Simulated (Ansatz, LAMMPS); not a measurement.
## Structural relaxation of amorphous 71ZrO2-29SiO2 (mol %) (84 atoms)

Aim: bring amorphous 71ZrO2-29SiO2 (mol %) (84 atoms) to a nearby minimum of the energy and see what moves.

Program: Ansatz 0.2.0. Level of theory: Kohn-Sham DFT, PBE, PAW (set soft_2), plane waves. Results are calculated unless marked as measured.

**1. The starting structure**

The cell holds 84 atoms: 20 Zr, 8 Si and 56 O. Cell: a = 10.476 Å, b = 10.476 Å, c = 10.476 Å, α = 90.0°, β = 90.0°, γ = 90.0°. 84 atoms (20 Zr, 8 Si, 56 O) placed at random at 4.25 g/cm³, melted at 5000 K for 10 ps at fixed volume with the Morse and Coulomb pair potential with partial charges (Pedone, Malavasi, Menziani, Cormack and Segre, J. Phys. Chem. B 110, 11780 (2006)). Quenched from 5000 K to 300 K at 50 K/ps and fixed volume, held 5 ps, then minimised at fixed cell.

Limits known from the start: The quench rate of 50 K/ps is many orders above laboratory rates, so the cell is likely richer in defects and strain than a real sample. The network of bonds at the start is that of the classical potential that made the cell. Only the Γ point is sampled in the main run, in a cell whose shortest periodic width is 10 Å.

**2. The classical run that made the cell**

A classical potential supplies the starting structure, since it reaches far longer times than DFT.

This step: classical MD, Morse and Coulomb pair potential with partial charges (Pedone, Malavasi, Menziani, Cormack and Segre, J. Phys. Chem. B 110, 11780 (2006)) (LAMMPS 22 Jul 2025 - Update 4).

File in.lmp:

```
# melt-quench of Zr20Si8O56
units metal
atom_style charge
boundary p p p
region box block 0 10.4762 0 10.4762 0 10.4762
create_box 3 box
mass 1 91.2240   # Zr
mass 2 28.0850   # Si
mass 3 15.9990   # O
create_atoms 1 random 20 40749 NULL overlap 1.5 maxtry 2000
create_atoms 2 random 8 40756 NULL overlap 1.5 maxtry 2000
create_atoms 3 random 56 40763 NULL overlap 1.5 maxtry 2000
pair_style hybrid/overlay pedone 5.5 coul/long 8.0
pair_coeff * * coul/long
pair_coeff 1 3 pedone 0.206237 2.479675 2.436997 1   # Zr-O
pair_coeff 2 3 pedone 0.340554 2.006700 2.100000 1   # Si-O
pair_coeff 3 3 pedone 0.042395 1.379316 3.618701 22   # O-O
set type 1 charge 2.4
set type 2 charge 2.4
set type 3 charge -1.2
kspace_style pppm 1.0e-4
neigh_modify delay 0 every 1 check yes
thermo_style custom step time temp pe press density
thermo_modify norm yes
timestep 0.002
thermo 100
min_style cg
minimize 1e-4 1e-4 200 2000
reset_timestep 0
velocity all create 5000 40750 mom yes dist gaussian
fix lim all nve/limit 0.05
fix lan all langevin 5000 5000 0.2 40751 zero yes
thermo 500
run 1000 post no
# [... 10 lines left out ...]
thermo 1250
fix md all nvt temp 300 300 0.2
run 2500 post no
unfix md
thermo 100
min_style cg
minimize 0 1e-3 2000 20000
write_dump all custom glass.dump id type xs ys zs modify sort id
```

Run with:

```
$ lmp -in in.lmp -log none -nocite
```

Numbers of over 12 decimals in the logs are rounded to 6 here.

Output:

```text
LAMMPS (22 Jul 2025 - Update 4)
Created orthogonal box = (0 0 0) to (10.4762 10.4762 10.4762)
Created 20 atoms
Created 8 atoms
Created 56 atoms
PPPM initialization ...
  G vector (1/distance) = 0.38605302
  grid = 12 12 12
  estimated relative force accuracy = 5.6070731e-05
   Step          Time           Temp          PotEng         Press         Density
         0   0              0             -3.1636206      1198889.2      4.2534208
        77   0.154          0             -15.815059     -26967.441      4.2534208
Loop time of 0.0539529 s on 1 MPI rank(s) for 77 steps with 84 atoms
Minimization stats:
  Stopping criterion = energy tolerance
  Energy initial, next-to-last, final =
      -3.1636205680671  -15.8136359317361  -15.8150586001604
  Force two-norm initial, final = 335.34082 2.2231805
  Iterations, force evaluations = 77 101
   Step          Time           Temp          PotEng         Press         Density
[... 12 lines left out ...]
[... 1 line left out ...]
Loop time of 2.21067 s on 1 MPI rank(s) for 5000 steps with 84 atoms
   Step          Time           Temp          PotEng         Press         Density
[... 12 lines left out ...]
Loop time of 19.4932 s on 1 MPI rank(s) for 47000 steps with 84 atoms
   Step          Time           Temp          PotEng         Press         Density
[... 2 lines left out ...]
     55000   110            359.06215     -15.871803     -38088.466      4.2534208
     55500   111            288.39332     -15.872856     -40225.295      4.2534208
Loop time of 0.957233 s on 1 MPI rank(s) for 2500 steps with 84 atoms
   Step          Time           Temp          PotEng         Press         Density
     55500   111            288.39332     -15.872856     -40225.295      4.2534208
     55512   111.024        288.39332     -15.912322     -47711.188      4.2534208
Loop time of 0.0327887 s on 1 MPI rank(s) for 12 steps with 84 atoms
Minimization stats:
  Stopping criterion = linesearch alpha is zero
  Energy initial, next-to-last, final =
     -15.8728561404655  -15.9123222015878  -15.9123222015878
  Force two-norm initial, final = 11.477204 0.77208684
  Iterations, force evaluations = 12 61
```

Run time: 23 s. Hardware: 1 thread of Arm Neoverse V1, shared host; peak memory 0.072 GiB.

**3. Single point at the start**

The forces at the start show how far the geometry lies from a minimum of this functional.

File input.yaml:

```yaml
crystal:
  lattice:
    - [10.4762, 0.0, 0.0]
    - [0.0, 10.4762, 0.0]
    - [0.0, 0.0, 10.4762]
  atoms:
    - { symbol: Zr, position: [0.16367, 0.47901, 0.32599] }
    - { symbol: Zr, position: [0.40738, 0.54305, 0.84431] }
    - { symbol: Zr, position: [0.0816, 0.84213, 0.27622] }
    - { symbol: Zr, position: [0.87572, 0.61135, 0.04376] }
    - { symbol: Zr, position: [0.05732, 0.94691, 0.591] }
    - { symbol: Zr, position: [0.93494, 0.64811, 0.49908] }
    - { symbol: Zr, position: [0.3812, 0.3031, 0.06006] }
    - { symbol: Zr, position: [0.6731, 0.32332, 0.93878] }
    - { symbol: Zr, position: [0.79728, 0.121, 0.72403] }
    - { symbol: Zr, position: [0.3573, 0.77566, 0.40838] }
    - { symbol: Zr, position: [0.92209, 0.92143, 0.95426] }
    - { symbol: Zr, position: [0.25609, 0.25309, 0.64186] }
    - { symbol: Zr, position: [0.71638, 0.67726, 0.76585] }
    - { symbol: Zr, position: [0.7638, 0.90433, 0.44203] }
    - { symbol: Zr, position: [0.63506, 0.10898, 0.23705] }
    - { symbol: Zr, position: [0.55812, 0.99504, 0.89822] }
    - { symbol: Zr, position: [0.42719, 0.82256, 0.09881] }
    - { symbol: Zr, position: [0.44264, 0.40522, 0.3598] }
    - { symbol: Zr, position: [0.971, 0.25647, 0.46482] }
    - { symbol: Zr, position: [0.92687, 0.41403, 0.76871] }
    - { symbol: Si, position: [0.54966, 0.388, 0.6626] }
    - { symbol: Si, position: [0.18336, 0.73189, 0.74614] }
    - { symbol: Si, position: [0.22886, 0.99857, 0.87486] }
    - { symbol: Si, position: [0.64802, 0.65632, 0.26927] }
    - { symbol: Si, position: [0.85542, 0.295, 0.17688] }
    - { symbol: Si, position: [0.14662, 0.54125, 0.98358] }
    - { symbol: Si, position: [0.51111, 0.02515, 0.56375] }
    - { symbol: Si, position: [0.10431, 0.16972, 0.18308] }
    - { symbol: O, position: [0.76288, 0.50387, 0.89663] }
    - { symbol: O, position: [0.33683, 0.58286, 0.39712] }
    - { symbol: O, position: [0.77615, 0.97557, 0.25971] }
    - { symbol: O, position: [0.40288, 0.37654, 0.71842] }
    - { symbol: O, position: [0.0902, 0.2828, 0.29777] }
    - { symbol: O, position: [0.2776, 0.82413, 0.22629] }
    - { symbol: O, position: [0.4906, 0.24527, 0.23706] }
    - { symbol: O, position: [0.95457, 0.84796, 0.44116] }
    - { symbol: O, position: [0.19931, 0.88233, 0.46144] }
    - { symbol: O, position: [0.51174, 0.42727, 0.97227] }
    - { symbol: O, position: [0.08349, 0.66136, 0.35996] }
    - { symbol: O, position: [0.86001, 0.05254, 0.53997] }
    - { symbol: O, position: [0.58886, 0.80162, 0.85951] }
    - { symbol: O, position: [0.70936, 0.67203, 0.13351] }
    - { symbol: O, position: [0.95235, 0.98775, 0.75998] }
    - { symbol: O, position: [0.27555, 0.35172, 0.46433] }
    - { symbol: O, position: [0.39263, 0.66636, 0.99637] }
    - { symbol: O, position: [0.84773, 0.25938, 0.86688] }
    - { symbol: O, position: [0.25905, 0.44486, 0.94726] }
    - { symbol: O, position: [0.60563, 0.04122, 0.43285] }
    - { symbol: O, position: [0.55269, 0.37302, 0.51837] }
    - { symbol: O, position: [0.23043, 0.18584, 0.10364] }
    - { symbol: O, position: [0.52068, 0.76055, 0.27764] }
    - { symbol: O, position: [0.24927, 0.12925, 0.80495] }
    - { symbol: O, position: [0.51657, 0.18431, 0.9532] }
    - { symbol: O, position: [0.36341, 0.94396, 0.93833] }
    - { symbol: O, position: [0.63739, 0.29553, 0.7437] }
    - { symbol: O, position: [0.40326, 0.12592, 0.579] }
    - { symbol: O, position: [0.00698, 0.49954, 0.92958] }
    - { symbol: O, position: [0.8681, 0.28475, 0.62777] }
    - { symbol: O, position: [0.60393, 0.0373, 0.69428] }
    - { symbol: O, position: [0.15439, 0.67262, 0.88765] }
    - { symbol: O, position: [0.46498, 0.88217, 0.53341] }
    - { symbol: O, position: [0.75392, 0.02179, 0.90632] }
    - { symbol: O, position: [0.8565, 0.745, 0.89243] }
    - { symbol: O, position: [0.08213, 0.03638, 0.24898] }
    - { symbol: O, position: [0.9943, 0.45796, 0.44998] }
    - { symbol: O, position: [0.85347, 0.56572, 0.66192] }
    - { symbol: O, position: [0.96728, 0.7918, 0.11321] }
    - { symbol: O, position: [0.58763, 0.5233, 0.29475] }
    - { symbol: O, position: [0.11141, 0.97614, 0.96564] }
    - { symbol: O, position: [0.31605, 0.41779, 0.20807] }
    - { symbol: O, position: [0.19855, 0.88987, 0.7523] }
    - { symbol: O, position: [0.11426, 0.55481, 0.12982] }
    - { symbol: O, position: [0.5492, 0.97713, 0.10764] }
    - { symbol: O, position: [0.309, 0.65821, 0.71328] }
    - { symbol: O, position: [0.72252, 0.24317, 0.11269] }
    - { symbol: O, position: [0.75317, 0.80084, 0.61208] }
    - { symbol: O, position: [0.10558, 0.13931, 0.55798] }
    - { symbol: O, position: [0.10747, 0.37256, 0.70213] }
    - { symbol: O, position: [0.86112, 0.44282, 0.15253] }
    - { symbol: O, position: [0.57255, 0.53964, 0.72032] }
    - { symbol: O, position: [0.06621, 0.7294, 0.64423] }
    - { symbol: O, position: [0.75646, 0.70069, 0.37672] }
    - { symbol: O, position: [0.9704, 0.21262, 0.11523] }
    - { symbol: O, position: [0.83192, 0.24789, 0.32164] }
kpoints:
  mp_grid: { grid: [1, 1, 1] }
hamiltonian:
  xc: pbe
scf:
  occupations: { method: fermi_dirac, width: 0.025 }
output:
  forces: true
```

Run with:

```
$ ansatz run input.yaml --threads 4 --pin off --max-ram 8192MiB --backend cpu --events-out ev --progress --plain --runs-dir out
```

Output:

```text
Engine: ansatz 0.2.0, aarch64-unknown-linux-gnu
Pseudopotentials: kind: paw
Pseudopotential: Zr, paw, valence charge 12, recommended cutoff 420 eV (normal), Zr.paw.azcp
Pseudopotential: Si, paw, valence charge 4, recommended cutoff 420 eV (normal), Si.paw.azcp
Pseudopotential: O, paw, valence charge 6, recommended cutoff 420 eV (normal), O.paw.azcp
[... 5 lines on functional and potentials left out ...]
Crystal: 84 atoms, lattice volume = 1149.771 Å³
Basis set: ecut = 420 eV, 22575 PW (Γ), exchange–correlation on 144×144×144 points (8 copies of the dense FFT grid, shifted against one another)
Bands: 388, of which v1, the nominal top of the filled ones, is band 304 counted from 1 (303 counted from 0)
Symmetry: 1 space group operations
Space group: P1 (ITA 1), of the structure as read, at distance tolerance 1.0e-4 Å
k-points: 1
[... 7 lines on functional and potentials left out ...]
Initial density: superposition of atomic densities (neutral atoms: chi_scale 0, normalization atom), corrected by the library's trained network
Initial wavefunctions: pseudopotential atomic-orbital guess
Functional: x = pbe(κ = 0.804, μ = 0.219515), c = pbe(β = 0.066725)
SCF iter   1: F=—  HF=-120657.319926 eV  |F-HF|=—  |Δ(HF+E_count)|=         —  Δρ=3.76e-3  dr2=1.37e-1  ethr=1.77e-3  ⟨swp⟩=6.0  Hψ=1575  notcnv=0  defer=4
preconditioner: auto → Resta (q_TF=auto, 2.453 Å⁻¹)  ε∞=3.8  [insulator: Δε(μ)=2.936 eV  Ē_g=15.601 eV  σ=0.025 eV  W_gap=1.00  n_scr=256 (ndim 8)  ℏωp=26.1 eV  f_vac=0.101  D(μ)=0.00/eV (n_scr^D=0)  ε∞_Penn≈3.8]
SCF iter   2: F=—  HF=-120657.303100 eV  |F-HF|=—  |Δ(HF+E_count)|=   1.68e-2  Δρ=1.96e-3  dr2=2.53e-2  ethr=2.25e-5  ⟨swp⟩=2.0  Hψ=755  notcnv=0  defer=80
SCF iter   3: F=—  HF=-120657.305718 eV  |F-HF|=—  |Δ(HF+E_count)|=   2.62e-3  Δρ=8.94e-4  dr2=7.45e-3  ethr=4.16e-6  ⟨swp⟩=2.0  Hψ=498  notcnv=0  defer=45
automatic band count: iteration 3 solves 353 bands in place of 388: the levels show a gap, and the empty bands left out lie too high to hold charge; the band table lists the bands solved (type scf.n_extra_bands for more)
SCF iter   4: F=—  HF=-120657.307698 eV  |F-HF|=—  |Δ(HF+E_count)|=   1.98e-3  Δρ=2.53e-4  dr2=7.99e-4  ethr=1.23e-6  ⟨swp⟩=2.0  Hψ=483  notcnv=0  defer=45
SCF iter   5: F=—  HF=-120657.307933 eV  |F-HF|=—  |Δ(HF+E_count)|=   2.35e-4  Δρ=1.56e-4  dr2=2.78e-4  ethr=1.31e-7  ⟨swp⟩=2.0  Hψ=531  notcnv=0  defer=45
SCF iter   6: F=—  HF=-120657.307985 eV  |F-HF|=—  |Δ(HF+E_count)|=   5.20e-5  Δρ=5.78e-5  dr2=3.97e-5  ethr=4.57e-8  ⟨swp⟩=2.0  Hψ=481  notcnv=0  defer=45
SCF iter   7: F=—  HF=-120657.310333 eV  |F-HF|=—  |Δ(HF+E_count)|=   2.35e-3  Δρ=3.34e-5  dr2=1.20e-5  ethr=6.53e-9  ⟨swp⟩=2.0  Hψ=622  notcnv=0  defer=45
SCF iter   8: F=—  HF=-120657.310336 eV  |F-HF|=—  |Δ(HF+E_count)|=   2.51e-6  Δρ=9.83e-6  dr2=1.26e-6  ethr=1.98e-9  ⟨swp⟩=2.0  Hψ=531  notcnv=0  defer=45
SCF iter   9: F=—  HF=-120657.310337 eV  |F-HF|=—  |Δ(HF+E_count)|=   1.35e-6  Δρ=6.02e-6  dr2=4.28e-7  ethr=2.07e-10  ⟨swp⟩=2.0  Hψ=531  notcnv=0  defer=45
SCF iter  10: F=-120657.310337 eV  HF=-120657.310337 eV  |F-HF|=1.48e-9  |Δ(HF+E_count)|=   1.04e-7  Δρ=2.58e-6  dr2=7.76e-8  ethr=1.64e-11  ⟨swp⟩=2.0  Hψ=1192  notcnv=0
SCF 1 converged in 10 iterations: F = -120657.310337 eV  dr2 = 7.76e-8
  greatest PAW one-centre occupation: 0.995 electrons in one spin orbital (limit 2), on the Zr atom at site 19 (counted from 0), in its partial waves of l = 0
SCF converged after 10 iterations
Free energy (F): -120657.310337 eV
Harris-Foulkes:  -120657.310337 eV  (|F-HF|=1.48e-9)
Internal energy: -120657.310337 eV  (E = F + TS)
E sigma→0 (E₀):  -120657.310337 eV
Fermi energy:    8.200027 eV
--- Per-component energies (eV) ---
  E_band       = -3822.306919
  E_kinetic    = 16869.032167
  E_local      = -42063.546885  (includes V_loc(G=0)·N_el)
  E_nonlocal   = 4395.818245
  E_hartree    = 15041.696453
  E_xc         = -7838.755478
  E_vxc        = -9504.053865  (∫ρ·V_xc dr)
  E_paw        = -72019.275559  (= ΣΔE_a)
  E_vpaw       = -3603.083274  (= ΣTr[D̂ρ^β])
  E_aug_tail   = 0.139877  (compensation charges beyond the density's cutoff)
  E_ewald      = -35042.419157
  E_smearing   = -0.000000  (= −TS)
  E_closure    = 0.000000  (closes the sum)
  Σ components = -120657.310337   (vs F -120657.310337, Δ=0.00e0)
--- Forces (eV/Å), atoms counted from 1 ---
  atom   1  Zr     0.10097662     0.00969486    -0.30501617
  atom   2  Zr    -0.45579245     1.66308411     0.33779646
  atom   3  Zr    -0.06444040     0.62438029    -0.69424150
  atom   4  Zr    -0.51889037    -0.39545272     1.32934228
  atom   5  Zr    -0.19834722     0.78472615    -0.27463129
  atom   6  Zr    -0.29794694    -0.64465525     0.36592987
  atom   7  Zr    -0.57033603    -0.38512627     1.17030934
  atom   8  Zr    -0.38092532     0.59965002    -0.51412630
  atom   9  Zr     0.59240440    -0.16041941    -0.76915175
  atom  10  Zr     0.01909736    -0.17473006     0.76856613
  atom  11  Zr     0.36415038    -0.44454365    -0.62232296
  atom  12  Zr    -0.23990351     0.44581513    -0.11040184
  atom  13  Zr    -0.30375052     1.54209178    -0.59560323
  atom  14  Zr    -0.85158744     0.53219157    -0.28033223
[...]
atom  83  O      0.01095672    -0.80877313    -1.80116779
  atom  84  O     -0.33289310    -0.53755252     1.61825948
  max |Σ_I F_I| component: 1.48e-4 eV/Å
```

It took 14 s on 4 threads of Arm Neoverse V1, shared host; peak memory 1.5 GiB.

Read from the output:

```yaml
free_energy: -120657.3103 eV
free_energy_per_atom: -1436.3966 eV/atom
scf_cycles: 10
r_m_s_force_component: 0.7906 eV/Å
longest_force: 3.12 eV/Å
fermi_energy: 8.2 eV
```

The r.m.s. force component of 0.79 eV/Å sets the starting point.

Neighbours are counted within 2.82 Å (O-Zr), 2.12 Å (O-Si).

Length of the force by element and coordination:

```csv
element,coordination,atoms,mean length of the force (eV/Å),spread,least,most
O,all,56,1.10,0.781,0.118,3.12
O,2,17,1.89,0.784,0.310,3.12
O,3,36,0.781,0.489,0.118,1.99
O,4,3,0.546,0.0618,0.474,0.625
Si,all,8,1.7,0.600,0.883,2.66
Zr,all,20,1.11,0.465,0.321,2.32
Zr,5,3,1.32,0.711,0.788,2.32
Zr,6,12,1.15,0.377,0.518,1.76
Zr,7,5,0.888,0.372,0.321,1.48
```

(Continued in part 2 of 4.)

[Logs are printed without paths, hosts, clocks, repeated set-up lines and the standing remarks that a program may print on its own settings, such as how far it seeks lower states.]

[Hosts, paths, dates, database ids (printed as entryN), source tags and the programs' standing remarks are cut or masked in the printed files.]
